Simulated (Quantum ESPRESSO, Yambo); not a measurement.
**SnO2 (Cassiterite): G0W0 in Yambo against the screening cutoff**

Aim: move the screening cutoff of a G0W0 run on SnO2 (Cassiterite) over a wide range.

Main program and level: Yambo 5.3.0; PBE and many-body steps on it, plane waves.

## (1) The starting structure

The structure is tetragonal, space group P4_2/mnm (No. 136). Conventional cell: a = 4.738 Å, b = 4.738 Å, c = 3.187 Å, α = 90.00°, β = 90.00°, γ = 90.00°. Nearest to Sn lie 6 O at 2.05 to 2.06 Å. O has 3 Sn at 2.05 to 2.06 Å nearest. Farther neighbours and most contacts between anions are not listed.

Structure file:

```xyz
6
Lattice="4.7380 0.0000 0.0000 0.0000 4.7380 0.0000 0.0000 0.0000 3.1865" Properties=species:S:1:pos:R:3 pbc="T T T"
Sn    0.0000    0.0000    0.0000
Sn    2.3690    2.3690    1.5933
O     1.4550    1.4550    0.0000
O     0.9140    3.8240    1.5933
O     3.2830    3.2830    0.0000
O     3.8240    0.9140    1.5933
```

The cell and positions come from the Crystallography Open Database and are kept as given unless a step says otherwise.

## (2) 2.25 Ha

This step: Yambo 5.3.0; G0W0 on PBE, plane waves, norm-conserving pseudopotentials.

G0W0 replaces the xc potential by the self-energy, built once from these orbitals. Only a window of levels is corrected, while the sums run over the empty bands that the input names.

File gw7.in:

```
HF_and_locXC
gw0
dyson
ppa
em1d
rim_cut
RandQpts= 1000000
RandGvec= 1 RL
EXXRLvcs= 84 Ry
VXCRLvcs= 336 Ry
Chimod= "HARTREE"
% BndsRnXp
 1 | 109 |
%
NGsBlkXp= 4.5 Ry
% LongDrXp
 1 | 1 | 1 |
%
% GbndRnge
 1 | 109 |
%
DysSolver= "n"
ExtendOut
PPAPntXp= 27.21138 eV
% QPkrange
 1 | 1 | 33 | 36 |
%
```

The run is started by

```console
OMP_NUM_THREADS=2 mpirun -n 4 yambo -F gw7.in -J gw7 -C gw7 > gw7.log
```

The log of the run:

```text
 Yambo, version 5.3.0

 [02] CORE Variables Setup
 =========================

  [... cell, symmetries and grids as in the set-up ...]

  [02.05] Energies & Occupations
  ==============================

  [X] === General ===
  [X] Electronic Temperature                        :  0.000000  0.000000 [eV K]
  [X] Bosonic    Temperature                        :  0.000000  0.000000 [eV K]
  [X] Finite Temperature mode                       : no
  [X] El. density                                   :  0.95062E+24 [cm-3]
  [X] Fermi Level                                   :  11.24814 [eV]

  [X] === Gaps and Widths ===
  [X] Conduction Band Min                           :  1.288898 [eV]
  [X] Valence Band Max                              :  0.000000 [eV]
  [X] Filled Bands                                  :   34
  [X] Empty Bands                                   :    35   332
  [X] Direct Gap                                    :  1.288898 [eV]
  [X] Direct Gap localized at k                     :  1
  [X] Indirect Gap                                  :  1.288898 [eV]
  [X] Indirect Gap between kpts                     :  1  1
  [X] Last valence band width                       :  1.252534 [eV]
  [X] 1st conduction band width                     :  5.193994 [eV]

 [03] Transferred momenta grid and indexing
 ==========================================

 IBZ Q-points                                      :  21
 BZ  Q-points                                      :   64

 K/Q-points units:
 rlu = crystal or reduced units; cc = cartesian coordinates; iku = interal k-units

 Q [ 1]         [rlu]:  0.000000  0.000000  0.000000
 Q [ 2]         [rlu]:  0.000000  0.000000  0.250000
 Q [ 3]         [rlu]:  0.000000  0.000000 -0.500000
 Q [ 4]         [rlu]:  0.000000  0.250000  0.000000
 Q [ 5]         [rlu]:  0.000000  0.250000  0.250000
 Q [ 6]         [rlu]:  0.000000  0.250000 -0.500000
 Q [ 7]         [rlu]:  0.000000 -0.500000  0.000000
 Q [ 8]         [rlu]:  0.000000 -0.500000  0.250000
 Q [ 9]         [rlu]:  0.000000 -0.500000 -0.500000
 Q [10]         [rlu]:  0.250000  0.250000  0.000000
     [... 9 further rows ...]
 Q [20]         [rlu]: -0.250000  0.250000 -0.250000
 Q [21]         [rlu]: -0.250000  0.250000  0.500000

 [04] Coloumb potential Random Integration (RIM)
 ===============================================

  [04.01] RIM initialization
  ==========================

  * Diagonal components only detected *

  8 x (sBL volume)        :  0.064232 [a.u.]
  sBZ random points       :  1000000
  Points outside the sBZ  :   7992674
  RL volume               :  0.513853 [a.u.]
  Integrated volume       :  0.514324 [a.u.]

  [04.02] RIM integrals
  =====================

  Gamma point sphere radius             :  0.072644 [a.u.]
  Points outside the sphere             :   799713
  [Int_sBZ(q=0) 1/q^2]*(Vol_sBZ)^(-1/3) =:  7.541870
                                 should be <:  7.795600

  Summary of Coulomb integrals for non-metallic bands |Q|[au] RIM/Bare

  Q [1] 0.100000E-4 0.967452 * Q [4] 0.175439 0.953374
  Q [19] 0.248108 0.995592 * Q [10] 0.248108 0.994735
  Q [2] 0.260860 1.178302 * Q [5] 0.314367 1.089818
  Q [7] 0.350878 0.993213 * Q [11] 0.360008 1.051976
  Q [20] 0.360008 1.053430 * Q [13] 0.392293 0.996431
  Q [8] 0.437222 1.022065 * Q [14] 0.471107 1.016278
  Q [16] 0.496216 0.999063 * Q [3] 0.521720 1.045184
  Q [6] 0.550427 1.036830 * Q [17] 0.560605 1.008497
  Q [12] 0.577710 1.030447 * Q [21] 0.577710 1.030360
  Q [9] 0.628734 1.021636 * Q [15] 0.652752 1.018623
  Q [18] 0.720015 1.012895

 [WARNING] [Xp] User bands 1-109 break level degeneracy

 [05] Dipoles
 ============

  [05.01] Setup: observables and procedures
  =========================================

  [WARNING] [x,Vnl] slows the Dipoles computation. To neglect it rename the ns.kb_pp file

 [06] Dynamic Dielectric Matrix (PPA)
 ====================================

 [WR./gw7//ndb.pp]---------------------------------------------------------------
  Brillouin Zone Q/K grids (IBZ/BZ)                :   21   64   21   64
  RL vectors                                       :   7807 [WF]
  Coulomb cutoff potential                         : none
  Electronic Temperature                           :  0.000000 [K]
  Bosonic    Temperature                           :  0.000000 [K]
  PPA    diel. fun.  energies                      : Perdew, Burke & Ernzerhof(X)+Perdew, Burke & Ernzerhof(C)
  wavefunctions                                    : Perdew, Burke & Ernzerhof(X)+Perdew, Burke & Ernzerhof(C)
  Global Gauge                                     : length
  X matrix size                                    :   69
  X band range                                     :    1  109
  X e/h energy range                               : -1.000000 -1.000000 [eV]
  X Time ordering                                  : R
  X Hxc Kernel                                     : HARTREE
  X Drude frequency                                :  0.000000  0.000000
  X poles                                          :  100.0000 [o/o]
  RL vectors in the sum                            :   7807
  [r,Vnl] included                                 : yes
  Field direction                                  :  0.577350E-5  0.577350E-5  0.577350E-5
  BZ energy Double Grid                            : no
  BZ energy DbGd points                            : 0
  BZ Q point size factor                           : -1.000000
  X Optical Averaged directions                    : none

 [07] Local Exchange-Correlation + Non-Local Fock
 ================================================

 [VXC] Plane waves :   50163
 [EXS] Plane waves :   6281

 QP @ state[ 1 ] K range:  1  1
 QP @ state[ 1 ] b range:   33   36

 [xc] Functional : Perdew, Burke & Ernzerhof(X)+Perdew, Burke & Ernzerhof(C)
 [xc] LIBXC used to calculate xc functional
  PP Number of Atomic Species                      :  2
  NLCC RL compoments                               :   50163
  PP Number of Atomic Species                      :  2
  NLCC RL compoments                               :   50163

 [xc] E_xc :  -50.05441 [Ha]
      E_xc :  -100.1088 [Ry]

  Local XC kind (lXC) : Perdew, Burke & Ernzerhof(X)+Perdew, Burke & Ernzerhof(C)
  Non-Local XC kind (nlXC) : Hartree-Fock

  Corrections @ K [1] :  [eV]
 <33|nlXC|33> = -25.49674  0.49314E-17 <33|lXC|33> = -19.98044 -0.28323E-15
 <34|nlXC|34> = -26.18293 -0.23668E-16 <34|lXC|34> = -20.31379  0.12213E-22
 <35|nlXC|35> = -12.63273  0.10148E-17 <35|lXC|35> = -16.49765  0.10730E-18
 <36|nlXC|36> = -10.66763 -0.57744E-18 <36|lXC|36> = -16.29486  0.13994E-19

 [08] Dyson equation: Newton solver
 ==================================

  [08.01] G0W0 (W PPA)
  ====================

  [  GW  ] Bands range     :    1  109
  [GW/PPA] G damping       :  0.100000 [eV]

  QP @ state[ 1 ] K range:  1  1
  QP @ state[ 1 ] b range:   33   36

   Sc/G bands                                       :    1  109
   Sc/G damping                                     :  0.100000 ev
   Sc bands terminator                              : no
   Sx RL components                                 :   6281

   QP @ state[ 1 ] K range                          :  1  1
   QP @ state[ 1 ] b range                          :   33   36
   GF energies kind                                 : Perdew, Burke & Ernzerhof(X)+Perdew, Burke & Ernzerhof(C)
   GF WF`s kind                                     : Perdew, Burke & Ernzerhof(X)+Perdew, Burke & Ernzerhof(C)
   Xs energies kind                                 : Perdew, Burke & Ernzerhof(X)+Perdew, Burke & Ernzerhof(C)
   Xs WF`s kind                                     : Perdew, Burke & Ernzerhof(X)+Perdew, Burke & Ernzerhof(C)

 [11] Game Over & Game summary
```

It took 2 min on 4 MPI ranks of Arm Neoverse V2, shared host; peak memory 4 GiB; 14 min of CPU time.

This step gave:

```
G0W0 gap on the points computed              : 2.670 eV
starting gap on the mesh                     : 1.289 eV
k of the valence top                         : 0, 0, 0
k of the conduction bottom                   : 0, 0, 0
least direct G0W0 gap on the computed points : 2.670 eV
Z at the valence top                         : 0.7967
Z at the conduction bottom                   : 0.8492
```

The gap on the mesh goes from 1.29 eV to 2.67 eV, a correction of +1.38 eV.

## (3) 3.5 Ha

File gw8.in:

```
HF_and_locXC
gw0
dyson
ppa
em1d
rim_cut
RandQpts= 1000000
RandGvec= 1 RL
EXXRLvcs= 84 Ry
VXCRLvcs= 336 Ry
Chimod= "HARTREE"
% BndsRnXp
 1 | 109 |
%
NGsBlkXp= 7 Ry
% LongDrXp
 1 | 1 | 1 |
%
% GbndRnge
 1 | 109 |
%
DysSolver= "n"
ExtendOut
PPAPntXp= 27.21138 eV
% QPkrange
 1 | 1 | 33 | 36 |
%
```

The run is started by

```console
OMP_NUM_THREADS=2 mpirun -n 4 yambo -F gw8.in -J gw8 -C gw8 > gw8.log
```

The log of the run:

```text
 Yambo, version 5.3.0

 [02] CORE Variables Setup
 =========================

  [... cell, symmetries and grids as in the set-up ...]

  [02.05] Energies & Occupations
  ==============================

  [X] === General ===
  [X] Electronic Temperature                        :  0.000000  0.000000 [eV K]
  [X] Bosonic    Temperature                        :  0.000000  0.000000 [eV K]
  [X] Finite Temperature mode                       : no
  [X] El. density                                   :  0.95062E+24 [cm-3]
  [X] Fermi Level                                   :  11.24814 [eV]

  [X] === Gaps and Widths ===
  [X] Conduction Band Min                           :  1.288898 [eV]
  [X] Valence Band Max                              :  0.000000 [eV]
  [X] Filled Bands                                  :   34
  [X] Empty Bands                                   :    35   332
  [X] Direct Gap                                    :  1.288898 [eV]
  [X] Direct Gap localized at k                     :  1
  [X] Indirect Gap                                  :  1.288898 [eV]
  [X] Indirect Gap between kpts                     :  1  1
  [X] Last valence band width                       :  1.252534 [eV]
  [X] 1st conduction band width                     :  5.193994 [eV]

 [03] Transferred momenta grid and indexing
 ==========================================

 IBZ Q-points                                      :  21
 BZ  Q-points                                      :   64

 K/Q-points units:
 rlu = crystal or reduced units; cc = cartesian coordinates; iku = interal k-units

 Q [ 1]         [rlu]:  0.000000  0.000000  0.000000
 Q [ 2]         [rlu]:  0.000000  0.000000  0.250000
 Q [ 3]         [rlu]:  0.000000  0.000000 -0.500000
[...]
================================================

 [VXC] Plane waves :   50163
 [EXS] Plane waves :   6281

 QP @ state[ 1 ] K range:  1  1
 QP @ state[ 1 ] b range:   33   36

 [xc] Functional : Perdew, Burke & Ernzerhof(X)+Perdew, Burke & Ernzerhof(C)
 [xc] LIBXC used to calculate xc functional
  PP Number of Atomic Species                      :  2
  NLCC RL compoments                               :   50163
  PP Number of Atomic Species                      :  2
  NLCC RL compoments                               :   50163

 [xc] E_xc :  -50.05441 [Ha]
      E_xc :  -100.1088 [Ry]

  Local XC kind (lXC) : Perdew, Burke & Ernzerhof(X)+Perdew, Burke & Ernzerhof(C)
  Non-Local XC kind (nlXC) : Hartree-Fock

  Corrections @ K [1] :  [eV]
 <33|nlXC|33> = -25.49674  0.49314E-17 <33|lXC|33> = -19.98044 -0.28323E-15
 <34|nlXC|34> = -26.18293 -0.23668E-16 <34|lXC|34> = -20.31379  0.12213E-22
 <35|nlXC|35> = -12.63273  0.10148E-17 <35|lXC|35> = -16.49765  0.10730E-18
 <36|nlXC|36> = -10.66763 -0.57744E-18 <36|lXC|36> = -16.29486  0.13994E-19

 [08] Dyson equation: Newton solver
 ==================================

  [08.01] G0W0 (W PPA)
  ====================

  [  GW  ] Bands range     :    1  109
  [GW/PPA] G damping       :  0.100000 [eV]

  QP @ state[ 1 ] K range:  1  1
  QP @ state[ 1 ] b range:   33   36

   Sc/G bands                                       :    1  109
   Sc/G damping                                     :  0.100000 ev
   Sc bands terminator                              : no
   Sx RL components                                 :   6281

   QP @ state[ 1 ] K range                          :  1  1
   QP @ state[ 1 ] b range                          :   33   36
   GF energies kind                                 : Perdew, Burke & Ernzerhof(X)+Perdew, Burke & Ernzerhof(C)
   GF WF`s kind                                     : Perdew, Burke & Ernzerhof(X)+Perdew, Burke & Ernzerhof(C)
   Xs energies kind                                 : Perdew, Burke & Ernzerhof(X)+Perdew, Burke & Ernzerhof(C)
   Xs WF`s kind                                     : Perdew, Burke & Ernzerhof(X)+Perdew, Burke & Ernzerhof(C)

 [11] Game Over & Game summary
```

Elapsed: 2.4 min, on 4 MPI ranks; peak memory 4 GiB; 16 min of CPU time.

This step gave:

```yaml
g0w0_gap_on_the_points_computed: 2.723 eV
starting_gap_on_the_mesh: 1.289 eV
k_of_the_valence_top: 0, 0, 0
k_of_the_conduction_bottom: 0, 0, 0
least_direct_g0w0_gap_on_the_computed_points: 2.723 eV
z_at_the_valence_top: 0.7884
z_at_the_conduction_bottom: 0.8424
```

Against the run before, the gap moves by +0.053 eV.

(Part 1 of 2 ends here.)

[Paths, hosts, dates, memory and timing lines, banners, echoed tables and standing remarks are left out of the program output.]

[Logs are printed without paths, hosts, clocks, repeated set-up lines and the standing remarks that a program may print on its own settings, such as how far it seeks lower states.]

[Runs of the session that timed out or met a known fault of the program may be left out.]

[Hosts, paths, dates, database ids (printed as entryN), source tags and the programs' standing remarks are cut or masked in the printed files.]
